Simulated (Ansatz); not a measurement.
Planning a run of Ansatz 0.2.0 on Ga2SbAs (zincblende [001] superlattice). The input:

```yaml
crystal:
  lattice:
    - [4.161924448, 0.0, 0.0]
    - [0.0, 4.161924448, 0.0]
    - [0.0, 0.0, 23.5800258892]
  atoms:
    - { symbol: Ga, position: [0.0, 0.0, 0.0337112992] }
    - { symbol: As, position: [0.5, 0.0, 0.0912887008] }
    - { symbol: Ga, position: [0.5, 0.5, 0.1488661023] }
    - { symbol: As, position: [0.0, 0.5, 0.2064435038] }
    - { symbol: Ga, position: [0.0, 0.0, 0.2640209053] }
    - { symbol: As, position: [0.5, 0.0, 0.3215983068] }
    - { symbol: Ga, position: [0.5, 0.5, 0.3791757083] }
    - { symbol: As, position: [0.0, 0.5, 0.4367531098] }
    - { symbol: Ga, position: [0.0, 0.0, 0.4943305113] }
    - { symbol: Sb, position: [0.5, 0.0, 0.5617531098] }
    - { symbol: Ga, position: [0.5, 0.5, 0.6291757083] }
    - { symbol: Sb, position: [0.0, 0.5, 0.6965983068] }
    - { symbol: Ga, position: [0.0, 0.0, 0.7640209053] }
    - { symbol: Sb, position: [0.5, 0.0, 0.8314435038] }
    - { symbol: Ga, position: [0.5, 0.5, 0.8988661023] }
    - { symbol: Sb, position: [0.0, 0.5, 0.9662887008] }
kpoints:
  mp_grid: { grid: [6, 6, 2] }
hamiltonian:
  xc: pbesol
  pseudopotentials: { kind: paw, azcp: { folder: soft_1 }, xc_functional: pbe }
scf:
  occupations: { method: fermi_dirac, width: 0.02 }
relax:
  f_tol: 0.015
  max_steps: 100
  cell: {}
output:
  write_density: true
  write_potential: true
  elf: true
  volumetric_format: npy
```

```sh
ansatz run input.yaml --threads 4 --pin off --max-ram 17510MiB --backend cpu --events-out ev --progress --plain --runs-dir out
```

How long will it take on 4 threads of Arm Neoverse V1, shared host, and how much memory?

It took 2.4 min; on shared hardware allow 72 s to 4.8 min. Peak host memory was 1.9 GiB. The sizes that set the cost: 7903 plane waves a state, 20 irreducible k points and 29 SCF cycles.

[Paths, hosts, dates, memory and timing lines, banners, echoed tables and standing remarks are left out of the program output.]

[Logs are printed without paths, hosts, clocks, repeated set-up lines and the standing remarks that a program may print on its own settings, such as how far it seeks lower states.]

[Runs of the session that timed out or met a known fault of the program may be left out.]

[Cells called generated may have been cut or substituted from an entry of the Crystallography Open Database or the Materials Project.]

[Hosts, paths, dates, database ids (printed as entryN), source tags and the programs' standing remarks are cut or masked in the printed files.]
